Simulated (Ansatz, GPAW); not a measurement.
**Ballistic transport through pyrimidine-2,5-dithiol between two Pd chains, from relaxation to T(E)**

How well does pyrimidine-2,5-dithiol between two Pd chains conduct once its atoms have relaxed, and how much do cheaper levels lose?

Program: GPAW 26.7.0 and Ansatz 0.2.0. Level of theory: Ansatz plane waves; relaxation of the junction with the lead ends held; PAW set soft_1, in the first sound run; inputs show where later runs differ. Results are calculated unless marked as measured.

### 1. Starting point

The cell holds 26 atoms: 16 Pd, 2 S, 4 C, 2 N and 2 H. Its edges and angles: a = 14.713 Å, b = 9.000 Å, c = 45.425 Å, α = 90.0°, β = 90.0°, γ = 90.0°. Regions: left lead, 8 atoms (8 Pd); channel, 10 atoms (2 S, 4 C, 2 N and 2 H); right lead, 8 atoms (8 Pd). Vacuum lies along a and b. The structure is stacked along c, and the current runs across the ab planes.

### 2. Relaxing the atoms

Transmission follows bond lengths closely, so the atoms between the held lead ends are relaxed first, from a slightly shaken start that lets symmetry break.

Input file input.yaml:

```yaml
crystal:
  lattice:
    - [14.7127057196, 0.0, 0.0]
    - [0.0, 9.0, 0.0]
    - [0.0, 0.0, 45.4253361667]
  atoms:
    - { symbol: Pd, position: [0.5, 0.5, 0.027517683] }
    - { symbol: Pd, position: [0.5, 0.5, 0.0825530489] }
    - { symbol: Pd, position: [0.5, 0.5, 0.1375884149] }
    - { symbol: Pd, position: [0.5, 0.5, 0.1926237809] }
    - { symbol: Pd, position: [0.5, 0.5, 0.2476591468] }
    - { symbol: Pd, position: [0.5, 0.5, 0.3026945128] }
    - { symbol: Pd, position: [0.4960746897, 0.4899373492, 0.3584923144] }
    - { symbol: Pd, position: [0.5031865965, 0.5044317246, 0.4124815314] }
    - { symbol: S, position: [0.3484340768, 0.5149007968, 0.4318366905] }
    - { symbol: C, position: [0.3569535544, 0.5478053554, 0.4696878235] }
    - { symbol: "N", position: [0.4415380543, 0.5574455768, 0.4803031294] }
    - { symbol: "N", position: [0.2770150371, 0.5598412005, 0.483236767] }
    - { symbol: C, position: [0.4382450064, 0.5810049045, 0.5096732749] }
    - { symbol: C, position: [0.2860432709, 0.5826659552, 0.5140705732] }
    - { symbol: H, position: [0.5126902417, 0.589280997, 0.518429489] }
    - { symbol: H, position: [0.2167352816, 0.6035185602, 0.5250940507] }
    - { symbol: C, position: [0.3712432305, 0.5946819488, 0.5274279178] }
    - { symbol: S, position: [0.373813807, 0.6238122461, 0.5664776299] }
    - { symbol: Pd, position: [0.5033560673, 0.503004253, 0.5892827112] }
    - { symbol: Pd, position: [0.5007561792, 0.5011609938, 0.6416739002] }
    - { symbol: Pd, position: [0.5, 0.5, 0.6973054872] }
    - { symbol: Pd, position: [0.5, 0.5, 0.7523408532] }
    - { symbol: Pd, position: [0.5, 0.5, 0.8073762191] }
    - { symbol: Pd, position: [0.5, 0.5, 0.8624115851] }
    - { symbol: Pd, position: [0.5, 0.5, 0.9174469511] }
    - { symbol: Pd, position: [0.5, 0.5, 0.972482317] }
kpoints:
  mp_grid: { grid: [1, 1, 2] }
hamiltonian:
  xc: pbe
  pseudopotentials: { kind: paw, azcp: { folder: soft_1 } }
scf:
  occupations: { method: fermi_dirac, width: 0.1 }
relax:
  f_tol: 0.03
  max_steps: 80
  constraints: [{ sites: [0, 1, 2, 3, 4, 5, 20, 21, 22, 23, 24, 25] }]
```

On the command line:

```bash
$ ansatz run input.yaml --threads 4 --pin off --max-ram 8192MiB --backend cpu --events-out ev --progress --plain --runs-dir out
```

Numbers of over 12 decimals in the logs are rounded to 6 here.

The program printed:

```text
Engine: ansatz 0.2.0, aarch64-unknown-linux-gnu
Pseudopotentials: kind: paw
Pseudopotential: Pd, paw, valence charge 18, recommended cutoff 420 eV (normal), soft_1/Pd.paw.azcp
Pseudopotential: S, paw, valence charge 6, recommended cutoff 420 eV (normal), soft_1/S.paw.azcp
Pseudopotential: C, paw, valence charge 4, recommended cutoff 420 eV (normal), soft_1/C.paw.azcp
Pseudopotential: N, paw, valence charge 5, recommended cutoff 420 eV (normal), soft_1/N.paw.azcp
Pseudopotential: H, paw, valence charge 1, recommended cutoff 420 eV (normal), soft_1/H.paw.azcp
Functional definition: PBE
  parameter kappa = 0.804
  parameter beta = 0.066725
  exchange = pbe_x(kappa = kappa, mu = beta*pi^2/3)
  correlation = pbe_c(beta = beta)
Crystal: 26 atoms, lattice volume = 6014.966 Å³
Basis set: ecut = 420 eV, 117501 PW (Γ), exchange–correlation on 200×128×640 points (8 copies of the dense FFT grid, shifted against one another)
Bands: 197, of which v1, the nominal top of the filled ones, is band 164 counted from 1 (163 counted from 0)
Symmetry: 1 space group operations
Space group: P1 (ITA 1), of the structure as read, at distance tolerance 1.8e-4 Å
k-points: 2
Non-local potential: Pd, projectors of the file, l = 0: 2, l = 1: 2, l = 2: 2, l = 3: 1
Non-local potential: S, projectors of the file, l = 0: 2, l = 1: 2, l = 2: 1
Non-local potential: C, projectors of the file, l = 0: 2, l = 1: 2, l = 2: 1
Non-local potential: N, projectors of the file, l = 0: 2, l = 1: 2, l = 2: 1
Non-local potential: H, projectors of the file, l = 0: 2, l = 1: 1
PAW form: soft (Blöchl's): semilocal exchange-correlation on the pseudo side does not see the compensation charge
PAW one-centre angular grid: Pd, 590 points (default); XC on 64 Gauss nodes
PAW one-centre angular grid: S, 110 points (default); XC on 64 Gauss nodes
PAW one-centre angular grid: C, 110 points (default); XC on 64 Gauss nodes
PAW one-centre angular grid: N, 110 points (default); XC on 64 Gauss nodes
PAW one-centre angular grid: H, 110 points (default); XC on 64 Gauss nodes
Initial density: superposition of atomic densities (neutral atoms: chi_scale 0, normalization atom)
Initial wavefunctions: pseudopotential atomic-orbital guess
Functional: x = pbe(κ = 0.804, μ = 0.219515), c = pbe(β = 0.066725)
SCF iter   1: F=—  HF=-115165.471529 eV  |F-HF|=—  |Δ(HF+E_count)|=         —  Δρ=4.59e-2  dr2=3.16e2  ethr=3.10e-3  ⟨swp⟩=13.5  Hψ=2298  notcnv=0
preconditioner: auto → LDOS  [metal: Δε(μ)=0.053 eV  Ē_g=4.134 eV  σ=0.100 eV  W_gap=0.13  n_scr=498 (ndim 8)  ℏωp=6.6 eV  f_vac=0.844  D(μ)=33.21/eV (n_scr^D=112)  β→1.0]
SCF iter   2: F=—  HF=-115248.060978 eV  |F-HF|=—  |Δ(HF+E_count)|=    8.26e1  Δρ=6.79e-2  dr2=1.98e3  ethr=3.10e-3  ⟨swp⟩=17.5  Hψ=3068  notcnv=0  defer=3  recentre
SCF iter   3: F=—  HF=-115139.134325 eV  |F-HF|=—  |Δ(HF+E_count)|=    1.09e2  Δρ=1.97e-2  dr2=8.68e1  ethr=3.10e-3  ⟨swp⟩=7.0  Hψ=1342  notcnv=0  defer=17
SCF iter   4: F=—  HF=-115133.969030 eV  |F-HF|=—  |Δ(HF+E_count)|=    5.17e0  Δρ=8.74e-3  dr2=7.44e0  ethr=3.10e-3  ⟨swp⟩=4.5  Hψ=748  notcnv=0  defer=16
SCF iter   5: F=—  HF=-115132.925632 eV  |F-HF|=—  |Δ(HF+E_count)|=    1.04e0  Δρ=4.66e-3  dr2=2.54e0  ethr=2.27e-3  ⟨swp⟩=4.0  Hψ=721  notcnv=0  defer=19
SCF iter   6: F=—  HF=-115132.708366 eV  |F-HF|=—  |Δ(HF+E_count)|=   2.17e-1  Δρ=2.78e-3  dr2=1.76e0  ethr=7.73e-4  ⟨swp⟩=3.0  Hψ=822  notcnv=0  defer=20
SCF iter   7: F=—  HF=-115132.675028 eV  |F-HF|=—  |Δ(HF+E_count)|=   3.33e-2  Δρ=1.78e-3  dr2=6.42e-1  ethr=5.36e-4  ⟨swp⟩=1.0  Hψ=374  notcnv=0  defer=20
SCF iter   8: F=—  HF=-115132.661438 eV  |F-HF|=—  |Δ(HF+E_count)|=   1.36e-2  Δρ=9.89e-4  dr2=1.31e-1  ethr=1.96e-4  ⟨swp⟩=1.5  Hψ=375  notcnv=0  defer=20
SCF iter   9: F=—  HF=-115132.654656 eV  |F-HF|=—  |Δ(HF+E_count)|=   6.78e-3  Δρ=4.55e-4  dr2=2.90e-2  ethr=3.99e-5  ⟨swp⟩=2.0  Hψ=545  notcnv=0  defer=20
SCF iter  10: F=—  HF=-115132.653976 eV  |F-HF|=—  |Δ(HF+E_count)|=   6.80e-4  Δρ=2.16e-4  dr2=6.63e-3  ethr=8.84e-6  ⟨swp⟩=2.0  Hψ=510  notcnv=0  defer=20
SCF iter  11: F=—  HF=-115132.654136 eV  |F-HF|=—  |Δ(HF+E_count)|=   1.61e-4  Δρ=1.11e-4  dr2=1.60e-3  ethr=2.02e-6  ⟨swp⟩=2.0  Hψ=406  notcnv=0  defer=20
SCF iter  12: F=—  HF=-115132.654434 eV  |F-HF|=—  |Δ(HF+E_count)|=   2.97e-4  Δρ=4.84e-5  dr2=3.04e-4  ethr=4.88e-7  ⟨swp⟩=2.0  Hψ=456  notcnv=0  defer=20
SCF iter  13: F=—  HF=-115132.654491 eV  |F-HF|=—  |Δ(HF+E_count)|=   5.72e-5  Δρ=2.30e-5  dr2=6.84e-5  ethr=9.26e-8  ⟨swp⟩=2.0  Hψ=435  notcnv=0  defer=20
SCF iter  14: F=-115132.654512 eV  HF=-115132.654514 eV  |F-HF|=2.45e-6  |Δ(HF+E_count)|=   2.35e-5  Δρ=1.12e-5  dr2=1.60e-5  ethr=6.86e-9  ⟨swp⟩=4.0  Hψ=1281  notcnv=0
SCF 1 converged in 14 iterations: F = -115132.654512 eV  dr2 = 1.60e-5
  greatest PAW one-centre occupation: 1.000 electrons in one spin orbital (limit 2), on the Pd atom at site 18 (counted from 0), in its partial waves of l = 0
relax step   1: F+E_penalty+E_count = -115132.65451196 eV  Δ(F+E_penalty+E_count) = +0.000e0 eV  max|allowed force component| = 9.368e0 eV/Å  Δτ_max = 0.0000 Å  (14 SCF iters, dr2 threshold 2.25e-5 eV, accepted)
Initial density: handed on by an earlier stage of this run
Initial wavefunctions: those handed on with the density
iter 1 solved again at ethr=1.34e-3 eV; its pass at ethr=3.10e-3 eV (dr2=4.41e0 eV) is discarded
SCF iter   1: F=—  HF=-115134.187678 eV  |F-HF|=—  |Δ(HF+E_count)|=         —  Δρ=6.64e-3  dr2=4.34e0  ethr=1.34e-3  ⟨swp⟩=1.0  Hψ=1586  notcnv=0  defer=20
preconditioner: auto → LDOS  [metal: Δε(μ)=0.018 eV  Ē_g=4.936 eV  σ=0.100 eV  W_gap=0.04  n_scr=498 (ndim 8)  ℏωp=6.7 eV  f_vac=0.837  D(μ)=52.29/eV (n_scr^D=196)  β→1.0]
SCF iter   2: F=—  HF=-115134.013383 eV  |F-HF|=—  |Δ(HF+E_count)|=   1.74e-1  Δρ=2.39e-3  dr2=3.01e-1  ethr=1.32e-3  ⟨swp⟩=3.0  Hψ=623  notcnv=0  defer=20
SCF iter   3: F=—  HF=-115133.948263 eV  |F-HF|=—  |Δ(HF+E_count)|=   6.51e-2  Δρ=9.96e-4  dr2=9.96e-2  ethr=9.18e-5  ⟨swp⟩=3.0  Hψ=831  notcnv=0  defer=20
SCF iter   4: F=—  HF=-115133.938581 eV  |F-HF|=—  |Δ(HF+E_count)|=   9.68e-3  Δρ=3.73e-4  dr2=1.61e-2  ethr=3.04e-5  ⟨swp⟩=2.0  Hψ=535  notcnv=0  defer=20
SCF iter   5: F=—  HF=-115133.938098 eV  |F-HF|=—  |Δ(HF+E_count)|=   4.82e-4  Δρ=2.05e-4  dr2=5.29e-3  ethr=4.90e-6  ⟨swp⟩=2.0  Hψ=404  notcnv=0  defer=20
SCF iter   6: F=—  HF=-115133.938328 eV  |F-HF|=—  |Δ(HF+E_count)|=   2.30e-4  Δρ=9.51e-5  dr2=1.09e-3  ethr=1.61e-6  ⟨swp⟩=1.5  Hψ=375  notcnv=0  defer=20
SCF iter   7: F=—  HF=-115133.938411 eV  |F-HF|=—  |Δ(HF+E_count)|=   8.28e-5  Δρ=4.61e-5  dr2=2.75e-4  ethr=3.33e-7  ⟨swp⟩=2.0  Hψ=392  notcnv=0  defer=20
[...]
relax step  37: F+E_penalty+E_count = -115134.62709039 eV  Δ(F+E_penalty+E_count) = -7.955e-3 eV  max|allowed force component| = 1.564e-1 eV/Å  Δτ_max = 0.1949 Å  (9 SCF iters, dr2 threshold 5.75e-6 eV, accepted)
relax step  38: F+E_penalty+E_count = -115134.63283184 eV  Δ(F+E_penalty+E_count) = -5.741e-3 eV  max|allowed force component| = 1.125e-1 eV/Å  Δτ_max = 0.0922 Å  (7 SCF iters, dr2 threshold 1.52e-5 eV, accepted)
relax step  39: F+E_penalty+E_count = -115134.64065886 eV  Δ(F+E_penalty+E_count) = -7.827e-3 eV  max|allowed force component| = 1.397e-1 eV/Å  Δτ_max = 0.1988 Å  (10 SCF iters, dr2 threshold 6.56e-6 eV, accepted)
relax step  40: F+E_penalty+E_count = -115134.64847144 eV  Δ(F+E_penalty+E_count) = -7.813e-3 eV  max|allowed force component| = 1.448e-1 eV/Å  Δτ_max = 0.1961 Å  (10 SCF iters, dr2 threshold 1.01e-5 eV, accepted)
relax step  41: F+E_penalty+E_count = -115134.65097299 eV  Δ(F+E_penalty+E_count) = -2.502e-3 eV  max|allowed force component| = 1.510e-1 eV/Å  Δτ_max = 0.1938 Å  (9 SCF iters, dr2 threshold 2.10e-5 eV, accepted)
relax step  42: F+E_penalty+E_count = -115134.65470384 eV  Δ(F+E_penalty+E_count) = -3.731e-3 eV  max|allowed force component| = 7.306e-2 eV/Å  Δτ_max = 0.0743 Å  (7 SCF iters, dr2 threshold 2.28e-5 eV, accepted)
relax step  43: F+E_penalty+E_count = -115134.65648011 eV  Δ(F+E_penalty+E_count) = -1.776e-3 eV  max|allowed force component| = 3.764e-2 eV/Å  Δτ_max = 0.0791 Å  (10 SCF iters, dr2 threshold 1.25e-6 eV, accepted)
SCF iter   1: F=—  HF=-115134.678589 eV  |F-HF|=—  |Δ(HF+E_count)|=         —  Δρ=2.09e-3  dr2=1.31e-1  ethr=4.74e-4  ⟨swp⟩=3.5  Hψ=984  notcnv=0  defer=21
preconditioner: auto → LDOS  [metal: Δε(μ)=0.028 eV  Ē_g=4.989 eV  σ=0.100 eV  W_gap=0.07  n_scr=498 (ndim 8)  ℏωp=6.7 eV  f_vac=0.838  D(μ)=53.32/eV (n_scr^D=196)  β→1.0]
SCF iter   2: F=—  HF=-115134.665145 eV  |F-HF|=—  |Δ(HF+E_count)|=   1.34e-2  Δρ=6.43e-4  dr2=3.84e-2  ethr=4.00e-5  ⟨swp⟩=3.0  Hψ=810  notcnv=0  defer=21
SCF iter   3: F=—  HF=-115134.657581 eV  |F-HF|=—  |Δ(HF+E_count)|=   7.56e-3  Δρ=2.11e-4  dr2=4.41e-3  ethr=1.17e-5  ⟨swp⟩=3.0  Hψ=763  notcnv=0  defer=21
SCF iter   4: F=—  HF=-115134.657193 eV  |F-HF|=—  |Δ(HF+E_count)|=   3.88e-4  Δρ=9.29e-5  dr2=9.34e-4  ethr=1.34e-6  ⟨swp⟩=2.0  Hψ=645  notcnv=0  defer=21
SCF iter   5: F=—  HF=-115134.657274 eV  |F-HF|=—  |Δ(HF+E_count)|=   8.10e-5  Δρ=4.85e-5  dr2=3.53e-4  ethr=2.85e-7  ⟨swp⟩=2.0  Hψ=536  notcnv=0  defer=21
SCF iter   6: F=—  HF=-115134.657333 eV  |F-HF|=—  |Δ(HF+E_count)|=   5.93e-5  Δρ=2.67e-5  dr2=8.44e-5  ethr=1.07e-7  ⟨swp⟩=2.0  Hψ=401  notcnv=0  defer=21
SCF iter   7: F=—  HF=-115134.657578 eV  |F-HF|=—  |Δ(HF+E_count)|=   2.45e-4  Δρ=1.07e-5  dr2=1.55e-5  ethr=2.57e-8  ⟨swp⟩=2.0  Hψ=403  notcnv=0  defer=21
SCF iter   8: F=—  HF=-115134.657585 eV  |F-HF|=—  |Δ(HF+E_count)|=   6.16e-6  Δρ=5.28e-6  dr2=3.57e-6  ethr=4.74e-9  ⟨swp⟩=2.0  Hψ=461  notcnv=0  defer=21
SCF iter   9: F=—  HF=-115134.657588 eV  |F-HF|=—  |Δ(HF+E_count)|=   3.01e-6  Δρ=3.00e-6  dr2=1.20e-6  ethr=1.09e-9  ⟨swp⟩=2.0  Hψ=465  notcnv=0  defer=21
SCF iter  10: F=—  HF=-115134.657589 eV  |F-HF|=—  |Δ(HF+E_count)|=   1.36e-6  Δρ=1.39e-6  dr2=2.40e-7  ethr=3.65e-10  ⟨swp⟩=2.0  Hψ=523  notcnv=0  defer=21
SCF iter  11: F=-115134.657590 eV  HF=-115134.657589 eV  |F-HF|=2.20e-7  |Δ(HF+E_count)|=   3.81e-7  Δρ=6.36e-7  dr2=4.42e-8  ethr=3.05e-11  ⟨swp⟩=4.0  Hψ=1223  notcnv=0
SCF 44 converged in 11 iterations: F = -115134.657590 eV  dr2 = 4.42e-8
relax step  44: F+E_penalty+E_count = -115134.65758958 eV  Δ(F+E_penalty+E_count) = -1.109e-3 eV  max|allowed force component| = 2.601e-2 eV/Å  Δτ_max = 0.0635 Å  (11 SCF iters, accepted)
SCF converged after 11 iterations
Free energy (F): -115134.657590 eV
Harris-Foulkes:  -115134.657589 eV  (|F-HF|=2.20e-7)
Internal energy: -115132.980063 eV  (E = F + TS)
E sigma→0 (E₀):  -115133.818826 eV
Entropy (-TS):   -1.677527 eV (-64.520 meV/atom)
Fermi energy:    -4.076926 eV
--- Per-component energies (eV) ---
  E_band       = -9221.927547
  E_kinetic    = 8047.533822
  E_local      = -129742.352692  (includes V_loc(G=0)·N_el)
  E_nonlocal   = 6208.432714
  E_hartree    = 58274.725222
  E_xc         = -2664.543491
  E_vxc        = -3295.105152  (∫ρ·V_xc dr)
  E_paw        = -62890.259122  (= ΣΔE_a)
  E_vpaw       = -6989.891870  (= ΣTr[D̂ρ^β])
  E_aug_tail   = 0.003425  (compensation charges beyond the density's cutoff)
  E_ewald      = 7633.480060
  E_smearing   = -1.677527  (= −TS)
  E_closure    = 0.000000  (closes the sum)
  Σ components = -115134.657590   (vs F -115134.657590, Δ=0.00e0)
--- Forces (eV/Å), atoms counted from 1 ---
  atom   1  Pd    -0.00073516     0.00006937    -0.00304715
  atom   2  Pd    -0.00097856     0.00001261     0.00655118
  atom   3  Pd    -0.00289668     0.00022357    -0.00861135
  atom   4  Pd     0.00100846     0.00163642     0.03713025
  atom   5  Pd    -0.00625287     0.00198794    -0.00644630
  atom   6  Pd     0.01943592    -0.00031184     0.08468043
  atom   7  Pd     0.00624778     0.00096103     0.00762105
  atom   8  Pd    -0.00435539     0.00109519    -0.00230856
  atom   9  S     -0.00318963    -0.00306660     0.00830426
  atom  10  C      0.00884392     0.00699789    -0.02600732
  atom  11  N     -0.00298662     0.00152119    -0.01618990
  atom  12  N     -0.01091084    -0.00576276     0.00409383
  atom  13  C      0.00340950    -0.01771681     0.00025157
  atom  14  C     -0.00763197     0.00107309     0.01234329
  atom  15  H      0.00287215     0.00892068     0.00197764
  atom  16  H     -0.00246952    -0.00400009    -0.00158645
  atom  17  C     -0.00782635     0.00491745     0.01863609
  atom  18  S      0.00913526    -0.00217441    -0.00683301
  atom  19  Pd    -0.00316645     0.00027649    -0.00014336
  atom  20  Pd     0.00065673    -0.00020251    -0.01034487
  atom  21  Pd    -0.00705222    -0.01023273    -0.04583537
  atom  22  Pd     0.01276754     0.01507891    -0.07612278
  atom  23  Pd    -0.00212939    -0.00079119     0.04611775
  atom  24  Pd    -0.00071906    -0.00022062    -0.02779923
  atom  25  Pd    -0.00005276     0.00029266     0.00071948
  atom  26  Pd    -0.00099543    -0.00056077     0.00286248
  max |Σ_I F_I| component: 2.84e-5 eV/Å
--- Relaxed structure (44 steps of the walk, 44 accepted, 0 SCFs on fresh bases) ---
  F+E_penalty+E_count = -115134.65758958 eV   max|allowed force component| = 2.601e-2 eV/Å
  atoms:
    - { symbol: Pd, position: [0.5, 0.5, 0.027518] }
    - { symbol: Pd, position: [0.5, 0.5, 0.0825530489] }
    - { symbol: Pd, position: [0.5, 0.5, 0.137588] }
    - { symbol: Pd, position: [0.5, 0.5, 0.1926237809] }
    - { symbol: Pd, position: [0.5, 0.5, 0.247659] }
    - { symbol: Pd, position: [0.5, 0.5, 0.302695] }
    - { symbol: Pd, position: [0.450226, 0.508057, 0.356182] }
    - { symbol: Pd, position: [0.520249, 0.516010, 0.408038] }
    - { symbol: S, position: [0.381857, 0.451716, 0.423961] }
    - { symbol: C, position: [0.424044, 0.472306, 0.459597] }
    - { symbol: N, position: [0.513526, 0.512876, 0.460156] }
    - { symbol: N, position: [0.372411, 0.449283, 0.483393] }
    - { symbol: C, position: [0.552433, 0.529933, 0.486483] }
    - { symbol: C, position: [0.411624, 0.466333, 0.509565] }
    - { symbol: H, position: [0.623992, 0.561861, 0.486846] }
    - { symbol: H, position: [0.369054, 0.447682, 0.528963] }
    - { symbol: C, position: [0.504048, 0.507007, 0.513262] }
    - { symbol: S, position: [0.560721, 0.529945, 0.546748] }
    - { symbol: Pd, position: [0.485571, 0.469701, 0.587750] }
    - { symbol: Pd, position: [0.519261, 0.535517, 0.642364] }
    - { symbol: Pd, position: [0.5, 0.5, 0.697305] }
    - { symbol: Pd, position: [0.5, 0.5, 0.7523408532] }
    - { symbol: Pd, position: [0.5, 0.5, 0.807376] }
    - { symbol: Pd, position: [0.5, 0.5, 0.8624115851] }
    - { symbol: Pd, position: [0.5, 0.5, 0.9174469511] }
    - { symbol: Pd, position: [0.5, 0.5, 0.972482317] }
```

The job ended after 26 min (4 threads of Arm Neoverse V2, shared host; peak memory 6.6 GiB).

Step by step (22 of 44):

```csv
step,energy less that of the first step (eV),largest force component (eV/Å)
1,0.0000,9.3684
3,-1.5263,0.9206
5,-1.7155,0.1495
7,-1.7863,0.1027
9,-1.7996,0.0462
11,-1.8043,0.0354
13,-1.8057,0.0265
15,-1.8063,0.0312
17,-1.8073,0.0575
19,-1.8081,0.0387
21,-1.8087,0.0209
24,-1.8094,0.0577
26,-1.8105,0.1124
28,-1.8148,0.1866
30,-1.8340,0.2927
32,-1.8912,0.3428
34,-1.9307,0.2605
36,-1.9646,0.1248
38,-1.9783,0.1125
40,-1.9940,0.1448
42,-2.0002,0.0731
44,-2.0031,0.0260
```

The atoms that moved most (Å):

```
atom     dx      dy      dz  length
 S18  2.750  -0.845  -0.896   3.013
 H16  2.241  -1.403   0.176   2.650
 C17  1.954  -0.789  -0.643   2.203
 H15  1.638  -0.247  -1.435   2.191
 C14  1.848  -1.047  -0.205   2.134
 C13  1.680  -0.460  -1.053   2.036
 N12  1.404  -0.995   0.007   1.720
 N11  1.059  -0.401  -0.915   1.456
```

This step gave:

| Item | Value |
| --- | --- |
| free energy | -115134.6576 eV |
| smearing term TS | 1.678 eV |
| symmetry operations | 1 |

The relaxation lowered the energy of the cell by 2.00 eV.

(Continued in part 2 of 4.)

[Logs are printed without paths, hosts, clocks, repeated set-up lines and the standing remarks that a program may print on its own settings, such as how far it seeks lower states.]

[Hosts, paths, dates, database ids (printed as entryN), source tags and the programs' standing remarks are cut or masked in the printed files.]
